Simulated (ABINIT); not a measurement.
# Ca2Si (Fm-3m): G0W0 in ABINIT against the screening cutoff in the self-energy

How does the gap of Ca2Si (Fm-3m) converge in the screening cutoff in the self-energy?

Program: ABINIT 10.8.3. Level of theory: LDA and many-body steps on it, plane waves. Results are calculated unless marked as measured.

### Step 1. The starting structure

Symmetry: Fm-3m, No. 225, cubic system. Conventional cell: a = 7.170 Å, b = 7.170 Å, c = 7.170 Å, α = 90.00°, β = 90.00°, γ = 90.00°. Nearest to Ca lie 4 Si at 3.10 Å. Si has 8 Ca at 3.10 Å nearest. Farther neighbours are not listed.

The cell and positions are those that the Materials Project relaxed with its own functionals (PBE, PBE+U or r2SCAN), kept fixed.

### Step 2. Screening, 2×2×2 mesh, 161 bands, screening to 176.9 eV

This step: ABINIT 10.8.3; RPA screening on LDA, plane waves, norm-conserving pseudopotentials.

The RPA dielectric matrix is built and inverted for each q.

File run.abi:

```
acell 3*1.0 Angstrom
rprim 
  -0.000000000000 3.585232820000 3.585232820000
  3.585232820000 -0.000000000000 3.585232820000
  3.585232820000 3.585232820000 -0.000000000000
ntypat 2
znucl 20 14
natom 3
typat 1 1 2
xred 
  0.750000000000 0.750000000000 0.750000000000
  0.250000000000 0.250000000000 0.250000000000
  0.000000000000 0.000000000000 0.000000000000
pp_dirpath "pseudos"
pseudos "Ca.upf, Si.upf"
ecut 30
ngkpt 2 2 2
nshiftk 1
shiftk 0 0 0
kptopt 1
chksymbreak 0
istwfk *1
occopt 1
irdwfk 1
optdriver 3
nband 161
ecuteps 6.5
inclvkb 2
awtr 1
symchi 1
indata_prefix "in"
outdata_prefix "out"
tmpdata_prefix "tmp"
```

On the command line:

```sh
$ OMP_NUM_THREADS=1 mpirun -n 4 abinit run.abi > log
```

The log of the run:

```text
.Version 10.8.3 of ABINIT. v10.8.2 released Aug 2026.

 Symmetries : space group Fm -3 m (#225); Bravais cF (face-center cubic)
[... echo of the input left out ...]
== DATASET  1 ==================================================================
-   mpi_nproc: 4, omp_nthreads: 1 (-1 if OMP is not activated)

--- !DatasetInfo
iteration_state: {dtset: 1, }
dimensions: {natom: 3, nkpt: 3, mband: 161, nsppol: 1, nspinor: 1, nspden: 1, mpw: 4910, }
cutoff_energies: {ecut:  30.0, pawecutdg:  -1.0, }
electrons: {nelect:   2.40000000E+01, charge:   0.00000000E+00, occopt:   1.00000000E+00, tsmear:   1.00000000E-02, }

 SCREENING: Calculation of the susceptibility and dielectric matrices

 Based on a program developped by R.W. Godby, V. Olevano, G. Onida, and L. Reining.
 Incorporated in ABINIT by V. Olevano, G.-M. Rignanese, and M. Torrent.
.Using double precision arithmetic ; gwpc =  8

[... cell and pseudopotentials left out ...]
--------------------------------------------------------------------------------

 ==== K-mesh for the wavefunctions ====
 Number of points in the irreducible wedge :     3
[... list of points left out ...]
 Together with 48 symmetry operations and time-reversal symmetry
 yields     8 points in the full Brillouin Zone.

 ==== Q-mesh for the screening function ====
 Number of points in the irreducible wedge :     3
[... list of points left out ...]
 Together with 48 symmetry operations and time-reversal symmetry
 yields     8 points in the full Brillouin Zone.

 setmesh: FFT mesh size selected  =    36x   36x   36
          total number of points  =        46656

 vcoul_init : cutoff-mode = AUXILIARY_FUNCTION
 q-points for optical limit:   1
     1)      0.000010    0.000020    0.000030

- screening: taking advantage of time-reversal symmetry
- Maximum band index for partially occupied states nbvw = 12
- Remaining bands to be divided among processors   nbcw = 149
- Number of bands treated by each node ~37

 Number of electrons calculated from density =   24.0000; Expected =   24.0000
 average of density, n =  0.038586
 r_s =    1.8358
 omega_plasma =   18.9484 [eV]

 calculating chi0 at frequencies [eV] :
  1    0.000000E+00    0.000000E+00
  2    0.000000E+00    1.894837E+01

--------------------------------------------------------------------------------
  q-point number  1        q = ( 0.000000, 0.000000, 0.000000) [r.l.u.]
--------------------------------------------------------------------------------
[... chi0 elements left out ...]
 For q-point:  0.000010 0.000020 0.000030
  dielectric constant =  68.5236
  dielectric constant without local fields =  90.5902

  Average fulfillment of the sum rule on Im[epsilon] for q-point    1 :     72.24  [%]
[... wings left out ...]
  q-point number  2        q = ( 0.500000, 0.000000, 0.000000) [r.l.u.]
--------------------------------------------------------------------------------
[... chi0 elements left out ...]
  Average fulfillment of the sum rule on Im[epsilon] for q-point    2 :     75.26  [%]

 [... 1 further q-points ...]
```

The job ended after 13 s (4 MPI ranks of Arm Neoverse V1, shared host; peak memory 0.89 GiB; 50 s of CPU time).

This step gave:

```yaml
eps_infinity_with_local_fields_on_this_mesh_along_the_program_s_q_direction: 68.52
the_same_without_local_fields: 90.59
plasma_frequency: 18.95 eV
plane_waves_in_the_screening_matrix: 531
```

Local fields lower ε∞ by 24 %. On a Γ-centred mesh this coarse the value itself is usually too large, while a short band sum pulls it down.

### Step 3. 0.7 Ha

This step: G0W0 on LDA, plane waves, norm-conserving pseudopotentials.

Changes to run.abi since step 2:

```diff
@@ -24,8 +24,17 @@
 irdwfk 1
-optdriver 3
+optdriver 4
 nband 161
-ecuteps 6.5
-inclvkb 2
-awtr 1
-symchi 1
+gwcalctyp 0
+ecutsigx 30
+symsigma 1
+nkptgw 2
+kptgw 
+  0.5000000000 0.5000000000 0.0000000000
+  0.0000000000 0.0000000000 0.0000000000
+bdgw 
+  11 14
+  10 15
+ecuteps 0.7
+irdscr 1
+ppmodel 1
 indata_prefix "in"
```

The log of the run:

```text
.Version 10.8.3 of ABINIT. v10.8.2 released Aug 2026.

 Symmetries : space group Fm -3 m (#225); Bravais cF (face-center cubic)
[... echo of the input left out ...]
== DATASET  1 ==================================================================
-   mpi_nproc: 4, omp_nthreads: 1 (-1 if OMP is not activated)

--- !DatasetInfo
iteration_state: {dtset: 1, }
dimensions: {natom: 3, nkpt: 3, mband: 161, nsppol: 1, nspinor: 1, nspden: 1, mpw: 4910, }
cutoff_energies: {ecut:  30.0, pawecutdg:  -1.0, }
electrons: {nelect:   2.40000000E+01, charge:   0.00000000E+00, occopt:   1.00000000E+00, tsmear:   1.00000000E-02, }

 SIGMA: Calculation of the GW corrections

 Based on a program developped by R.W. Godby, V. Olevano, G. Onida, and L. Reining.
 Incorporated in ABINIT by V. Olevano, G.-M. Rignanese, and M. Torrent.
.Using double precision arithmetic ; gwpc =  8

[... cell and pseudopotentials left out ...]
--------------------------------------------------------------------------------

 ==== K-mesh for the wavefunctions ====
 Number of points in the irreducible wedge :     3
[... list of points left out ...]
 Together with 48 symmetry operations and time-reversal symmetry
 yields     8 points in the full Brillouin Zone.

 ==== Q-mesh for screening function ====
 Number of points in the irreducible wedge :     3
[... list of points left out ...]
 Together with 48 symmetry operations and time-reversal symmetry
 yields     8 points in the full Brillouin Zone.

 vcoul_init : cutoff-mode = AUXILIARY_FUNCTION
 q-points for optical limit:   1
     1)      0.000010    0.000020    0.000030
 setmesh: FFT mesh size selected  =    48x   48x   48
          total number of points  =       110592

 Number of electrons calculated from density =   24.0000; Expected =   24.0000
 average of density, n =  0.038586
 r_s =    1.8358
 omega_plasma =   18.9484 [eV]

 === KS Band Gaps ===
  >>>> For spin  1
   Minimum direct gap =   0.5088 [eV], located at k-point      :   0.5000  0.5000  0.0000
   Fundamental gap    =   0.5088 [eV], Top of valence bands at :   0.5000  0.5000  0.0000
                                       Bottom of conduction at :   0.5000  0.5000  0.0000
 SIGMA fundamental parameters:
 PLASMON POLE MODEL  1
 number of plane-waves for SigmaX                 4909
 number of plane-waves for SigmaC and W             15
 number of plane-waves for wavefunctions          4909
 number of bands                                   161
 number of independent spin polarizations            1
 number of spinorial components                      1
 number of k-points in IBZ                           3
 number of q-points in IBZ                           3
 number of symmetry operations                      48
 number of k-points in BZ                            8
 number of q-points in BZ                            8
 number of frequencies for dSigma/dE                 9
 frequency step for dSigma/dE [eV]                0.25
 number of omega for Sigma on real axis              0
 max omega for Sigma on real axis  [eV]           0.00
 zcut for avoiding poles [eV]                     0.10

 EPSILON^-1 parameters (SCR file):
 dimension of the eps^-1 matrix on file            531
 dimension of the eps^-1 matrix used                15
 number of plane-waves for wavefunctions          4909
 number of bands                                   161
 number of q-points in IBZ                           3
 number of frequencies                               2
 number of real frequencies                          1
 number of imag frequencies                          1

 matrix elements of self-energy operator (all in [eV])

 Perturbative Calculation

--- !SelfEnergy_ee
iteration_state: {dtset: 1, }
kpoint     : [   0.500,    0.500,    0.000, ]
spin       : 1
KS_gap     :    0.509
QP_gap     :    0.811
Delta_QP_KS:    0.302
data: !SigmaeeData |
     Band     E0 <VxcDFT>   SigX SigC(E0)      Z dSigC/dE  Sig(E)    E-E0       E
       11   3.544  -9.945 -11.419   1.822   0.773  -0.293  -9.676   0.268   3.813
       12   3.544  -9.945 -11.419   1.822   0.773  -0.293  -9.676   0.268   3.813
       13   4.053  -8.148  -3.922  -3.496   0.781  -0.280  -7.578   0.570   4.623
       14   5.109 -10.552  -5.178  -3.801   0.777  -0.287  -9.330   1.222   6.331

--- !SelfEnergy_ee
iteration_state: {dtset: 1, }
kpoint     : [   0.000,    0.000,    0.000, ]
spin       : 1
KS_gap     :    2.037
QP_gap     :    1.973
Delta_QP_KS:   -0.063
data: !SigmaeeData |
     Band     E0 <VxcDFT>   SigX SigC(E0)      Z dSigC/dE  Sig(E)    E-E0       E
       10   3.150 -10.302 -11.207   1.564   0.771  -0.297  -9.794   0.508   3.658
       11   3.150 -10.302 -11.207   1.564   0.771  -0.297  -9.794   0.508   3.658
       12   3.150 -10.302 -11.207   1.564   0.771  -0.297  -9.794   0.508   3.658
       13   5.187  -8.012  -3.754  -3.690   0.783  -0.277  -7.568   0.445   5.632
       14   5.307 -11.657  -5.687  -4.028   0.773  -0.294 -10.156   1.501   6.808
       15   5.307 -11.657  -5.687  -4.028   0.773  -0.294 -10.156   1.501   6.808

== END DATASET(S) ==============================================================
================================================================================

 -outvars: echo values of variables after computation  --------
           etotal      0.0000000000E+00
            nband         161
             nkpt           3
          spgroup         225
 [... the other variables as echoed above ...]

 Calculation completed.
```

It took 3.2 s on 4 MPI ranks; peak memory 0.58 GiB.

This step gave:

- G0W0 gap on the points computed: 0.81 eV
- starting gap on the mesh: 0.5088 eV
- k of the valence top: 0.5, 0.5, 0
- k of the conduction bottom: 0.5, 0.5, 0
- Z at the valence top: 0.773
- Z at the conduction bottom: 0.781
- least direct G0W0 gap on the computed points: 0.81 eV

### Step 4. 1.3 Ha

Changes to run.abi since step 3:

```diff
@@ -36,3 +36,3 @@
   10 15
-ecuteps 0.7
+ecuteps 1.3
 irdscr 1
```

The log of the run:

```text
.Version 10.8.3 of ABINIT. v10.8.2 released Aug 2026.

 Symmetries : space group Fm -3 m (#225); Bravais cF (face-center cubic)
[... echo of the input left out ...]
== DATASET  1 ==================================================================
-   mpi_nproc: 4, omp_nthreads: 1 (-1 if OMP is not activated)

--- !DatasetInfo
iteration_state: {dtset: 1, }
dimensions: {natom: 3, nkpt: 3, mband: 161, nsppol: 1, nspinor: 1, nspden: 1, mpw: 4910, }
cutoff_energies: {ecut:  30.0, pawecutdg:  -1.0, }
electrons: {nelect:   2.40000000E+01, charge:   0.00000000E+00, occopt:   1.00000000E+00, tsmear:   1.00000000E-02, }

 SIGMA: Calculation of the GW corrections

 Based on a program developped by R.W. Godby, V. Olevano, G. Onida, and L. Reining.
 Incorporated in ABINIT by V. Olevano, G.-M. Rignanese, and M. Torrent.
.Using double precision arithmetic ; gwpc =  8

[... cell and pseudopotentials left out ...]
--------------------------------------------------------------------------------

 ==== K-mesh for the wavefunctions ====
 Number of points in the irreducible wedge :     3
[... list of points left out ...]
 Together with 48 symmetry operations and time-reversal symmetry
 yields     8 points in the full Brillouin Zone.

 ==== Q-mesh for screening function ====
 Number of points in the irreducible wedge :     3
[... list of points left out ...]
 Together with 48 symmetry operations and time-reversal symmetry
 yields     8 points in the full Brillouin Zone.

 vcoul_init : cutoff-mode = AUXILIARY_FUNCTION
 q-points for optical limit:   1
     1)      0.000010    0.000020    0.000030
 setmesh: FFT mesh size selected  =    48x   48x   48
          total number of points  =       110592

 Number of electrons calculated from density =   24.0000; Expected =   24.0000
[...]
number of omega for Sigma on real axis              0
 max omega for Sigma on real axis  [eV]           0.00
 zcut for avoiding poles [eV]                     0.10

 EPSILON^-1 parameters (SCR file):
 dimension of the eps^-1 matrix on file            531
 dimension of the eps^-1 matrix used                59
 number of plane-waves for wavefunctions          4909
 number of bands                                   161
 number of q-points in IBZ                           3
 number of frequencies                               2
 number of real frequencies                          1
 number of imag frequencies                          1

 matrix elements of self-energy operator (all in [eV])

 Perturbative Calculation

--- !SelfEnergy_ee
iteration_state: {dtset: 1, }
kpoint     : [   0.500,    0.500,    0.000, ]
spin       : 1
KS_gap     :    0.509
QP_gap     :    0.997
Delta_QP_KS:    0.488
data: !SigmaeeData |
     Band     E0 <VxcDFT>   SigX SigC(E0)      Z dSigC/dE  Sig(E)    E-E0       E
       11   3.544  -9.945 -11.419   1.334   0.754  -0.325 -10.051  -0.106   3.438
       12   3.544  -9.945 -11.419   1.334   0.754  -0.325 -10.051  -0.106   3.438
       13   4.053  -8.148  -3.922  -3.733   0.774  -0.291  -7.766   0.382   4.435
[...]
--- !SelfEnergy_ee
iteration_state: {dtset: 1, }
kpoint     : [   0.000,    0.000,    0.000, ]
spin       : 1
KS_gap     :    2.037
QP_gap     :    2.151
Delta_QP_KS:    0.114
data: !SigmaeeData |
     Band     E0 <VxcDFT>   SigX SigC(E0)      Z dSigC/dE  Sig(E)    E-E0       E
[...]
14   5.307 -11.657  -5.687  -4.477   0.760  -0.315 -10.522   1.135   6.442
       15   5.307 -11.657  -5.687  -4.477   0.760  -0.315 -10.522   1.135   6.442

== END DATASET(S) ==============================================================
================================================================================

 -outvars: echo values of variables after computation  --------
           etotal      0.0000000000E+00
            nband         161
             nkpt           3
          spgroup         225
 [... the other variables as echoed above ...]

 Calculation completed.
```

It took 3.5 s on 4 MPI ranks; peak memory 0.61 GiB; 14 s of CPU time.

This step gave:

| Quantity | Value |
| --- | --- |
| G0W0 gap on the points computed | 0.9970 eV |
| starting gap on the mesh | 0.5088 eV |
| k of the valence top | 0.5, 0.5, 0 |
| k of the conduction bottom | 0.5, 0.5, 0 |
| Z at the valence top | 0.754 |
| Z at the conduction bottom | 0.774 |
| least direct G0W0 gap on the computed points | 0.9970 eV |

### Step 5. 2.3 Ha

The self-energy is evaluated for the states that the input lists, and the levels follow from it, in one-shot runs by the linearised quasiparticle equation.

Changes to run.abi since step 4:

```diff
@@ -36,3 +36,3 @@
   10 15
-ecuteps 1.3
+ecuteps 2.3
 irdscr 1
```

The log of the run:

```text
.Version 10.8.3 of ABINIT. v10.8.2 released Aug 2026.

 Symmetries : space group Fm -3 m (#225); Bravais cF (face-center cubic)
[... echo of the input left out ...]
== DATASET  1 ==================================================================
-   mpi_nproc: 4, omp_nthreads: 1 (-1 if OMP is not activated)

--- !DatasetInfo
iteration_state: {dtset: 1, }
dimensions: {natom: 3, nkpt: 3, mband: 161, nsppol: 1, nspinor: 1, nspden: 1, mpw: 4910, }
cutoff_energies: {ecut:  30.0, pawecutdg:  -1.0, }
[...]
Band     E0 <VxcDFT>   SigX SigC(E0)      Z dSigC/dE  Sig(E)    E-E0       E
[...]
14   5.307 -11.657  -5.687  -4.532   0.758  -0.319 -10.568   1.089   6.397
       15   5.307 -11.657  -5.687  -4.532   0.758  -0.319 -10.568   1.089   6.397

== END DATASET(S) ==============================================================
================================================================================

 -outvars: echo values of variables after computation  --------
           etotal      0.0000000000E+00
            nband         161
             nkpt           3
          spgroup         225
 [... the other variables as echoed above ...]

 Calculation completed.
```

Elapsed: 4.2 s, on 4 MPI ranks; peak memory 0.59 GiB; 16 s of CPU time.

This step gave:

- G0W0 gap on the points computed: 1.094 eV
- starting gap on the mesh: 0.5088 eV
- k of the valence top: 0.5, 0.5, 0
- k of the conduction bottom: 0.5, 0.5, 0
- least direct G0W0 gap on the computed points: 1.094 eV

The gap on the mesh goes from 0.51 eV to 1.09 eV, a correction of +0.59 eV.

(Continued in part 2 of 2.)

[Paths, hosts, dates, memory and timing lines, banners, echoed tables and standing remarks are left out of the program output.]

[Logs are printed without paths, hosts, clocks, repeated set-up lines and the standing remarks that a program may print on its own settings, such as how far it seeks lower states.]

[Runs of the session that timed out or met a known fault of the program may be left out.]

[No measured gap is set beside runs whose start may be inverted or whose files or cutoffs have a known fault.]

[Hosts, paths, dates, database ids (printed as entryN), source tags and the programs' standing remarks are cut or masked in the printed files.]

[G0W0 gaps are taken among the corrected bands and points alone; a level outside them can change the order at an edge.]

[Where Ansatz stands beside ABINIT at settings called matched, ABINIT's density can come from a denser mesh and the files from another edition; pairs whose starting gaps differed by over 0.03 eV were left out, so agreement reads better than it is.]
